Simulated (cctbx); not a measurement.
## Which space group?

Cell: a = 7.1940 Å, b = 12.1350 Å, c = 6.3100 Å, α = 90.00°, β = 90.00°, γ = 90.00°. Expected content of the cell: Rb4 Br8 Cu4 Cl4.

The data are simulated with cctbx, not measured: Ga Kα, λ = 1.3414 Å, to d = 0.8 Å, 95 % of the full sphere, strongest reflection 40000 counts, noise from counting, a 3 % proportional error and a noise floor of 2 counts (s.d.); no absorption.

Tests on the unmerged data give:

```text
4243 reflections to d = 0.800 A
centring   violations  <I/sigma> of those
    A       1415 of  2118     12.4
    B       1356 of  2123     12.2
    C        899 of  2143      8.6
    I       1364 of  2119     11.7
    R       1901 of  2831     12.5
    F       1835 of  3192     11.1
Laue class    unique    Rint  (classes that these axes allow; Friedel mates merged)
P -1             2230   0.023
P 1 2/m 1        1178   0.027
P 1 1 2/m        1228   0.027
P 2/m 1 1        1216   0.027
P m m m           693   0.029
space group    extra absences  I>4sigma  <I/sigma>
P 2 2 2                 0          0         -  acentric
P 2 2 21                8          0      -0.0  acentric
P 21 2 2                8          0      -0.1  acentric
P 2 21 2               15          0      -0.1  acentric
P 21 21 2              23          0      -0.1  acentric
P 2 21 21              23          0      -0.1  acentric
P 21 2 21              16          0      -0.1  acentric
P 21 21 21             31          0      -0.1  acentric
P m m 2                 0          0         -  acentric
P 2 m m                 0          0         -  acentric
P m 2 m                 0          0         -  acentric
P m c 21              103          0      -0.0  acentric
P b 21 m              181          0      -0.2  acentric
P b m 2               181          0      -0.2  acentric
P 2 c m               103          0      -0.0  acentric
P b c 21              284          0      -0.1  acentric
P b 2 n               370          0      -0.1  acentric
P 21 m n              204          0      -0.1  acentric
P m 21 n              204          0      -0.1  acentric
P 21 c n              307          0      -0.1  acentric
P m m m                 0          0         -  centric
P b m m               181          0      -0.2  centric
P m c m               103          0      -0.0  centric
P b m n               370          0      -0.1  centric
P b c m               284          0      -0.1  centric
P m m n :1            204          0      -0.1  centric
P m m n :2            204          0      -0.1  centric
P b c n               473          0      -0.1  centric
P m c n               307          0      -0.1  centric
Wilson B = 1.43 A^2   <|E^2-1|> = 1.038 (0.968 centric, 0.736 acentric)   E^2>4: 4.0 %
shell (A)         n   <I/sigma>
12.14 - 1.60    103     28.9
 1.60 - 1.27     92     29.7
 1.27 - 1.11     87     28.4
 1.11 - 1.01     90     30.8
 1.01 - 0.94     79     29.4
 0.94 - 0.88     85     24.6
 0.88 - 0.84     84     26.8
 0.84 - 0.80     73     21.3
```

**Question.** What are the lattice type, the Laue class and the likely space group?

Every centring test has many violations, so the lattice is primitive.

Rint stays low (0.023 to 0.029) up to P m m m, the highest class in these axes.

29 settings pass the absence test. The most absences obeyed, 473, belong to P b c n alone.

⟨|E²−1|⟩ = 1.038 leans to a centrosymmetric structure. The Wilson B of 1.43 Å² means U ≈ 0.0181 Å².

The true group is Pbcn (no. 60), Laue class mmm, centrosymmetric. The tables fix it.

This is a model crystal, built by substitution and not relaxed, with assumed displacement parameters.

[Logs are printed without paths, hosts, clocks, repeated set-up lines and the standing remarks that a program may print on its own settings, such as how far it seeks lower states.]
